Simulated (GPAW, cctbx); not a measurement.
## By hand: from a DFT structure factor to an extinction distance in Tl2PdO4

Tl2PdO4, I-4 (no. 82), a = 5.8949 Å, b = 5.8949 Å, c = 6.6870 Å, α = 90.00°, β = 90.00°, γ = 90.00°.

```
atom  mult.       x       y       z
 Tl1      2       0     1/2     3/4
 Tl2      2       0       0     1/2
 Pd1      2       0       0       0
  O1      8  0.7710  0.3006  0.5617
```

The start was made by putting kin elements into a known structure type; the compound need not exist, or be stable, in this form.

A DFT run (GPAW, PBE, 550 eV, 5×5×5 k-points, Fermi–Dirac width 0.05 eV) gives the static X-ray structure factor of 110 as 80.803 e for the conventional cell; superposed free atoms give 81.746 e. **Problem.** Find the Fourier component V of the crystal potential and the two-beam extinction distance at 200 kV in both cases.

## Step 1: Geometry

The cell volume is Ω = 232.38 Å³ and d(110) = 4.1683 Å, so g = 1/d = 0.2399 Å⁻¹.

## Step 2: The nuclei

Electrons feel nuclei as well as electrons, so the nuclear charges are summed with the same phases.

Phase sums Σ exp(2πi h·x), turned so that the total is real and positive: Tl 0.000, Pd +2.000, O -0.329. Then F_Z = 81 × (0.000) + 46 × (+2.000) + 8 × (-0.329) = 89.37 e. The electron term has the same sign for this reflection.

## Step 3: Mott–Bethe

Poisson's equation, term by term, gives V = (e/4πε₀)(F_Z − F)/(πΩg²), with e/4πε₀ = 14.3996 V Å.

The prefactor is 14.3996 × 4.1683²/(π × 232.38) = 0.34271 V per electron. Free atoms: (89.37 − 81.746) × 0.34271 = 2.613 V. Crystal: (89.37 − 80.803) × 0.34271 = 2.936 V. F changes by -1.15 % and V by +12.4 %: the same 0.94 e is measured against F_Z − F = 7.6 e in place of F = 81.7 e.

## Step 4: Extinction distance

In the two-beam case ξ = 1/(λU) with U = 2γm₀eV/h², that is ξ = 150.41 V Å²/(γλV).

At 200 kV, λ = 0.02508 Å and γ = 1.3914. Free atoms: ξ = 1650 Å. Crystal: ξ = 1468 Å. The thickness fringes go as sin²(πt/ξ), so the two patterns slip by a quarter of a period when t|1/ξ₁ − 1/ξ₀| = 1/4, at t ≈ 333 nm. Thermal motion, absorption and many-beam coupling, left out here, change a real pattern.

## Step 5: Answer

V(110) is 2.94 V against 2.61 V, and ξ is 1468 against 1650 Å. Limits: static atoms, two beams.

[Outputs are excerpts: Python notices, other lines and further rows are left out; steps that failed or that the build refused (PBEsol, TPSS) are not shown.]

[Logs are printed without paths, hosts, clocks, repeated set-up lines and the standing remarks that a program may print on its own settings, such as how far it seeks lower states.]
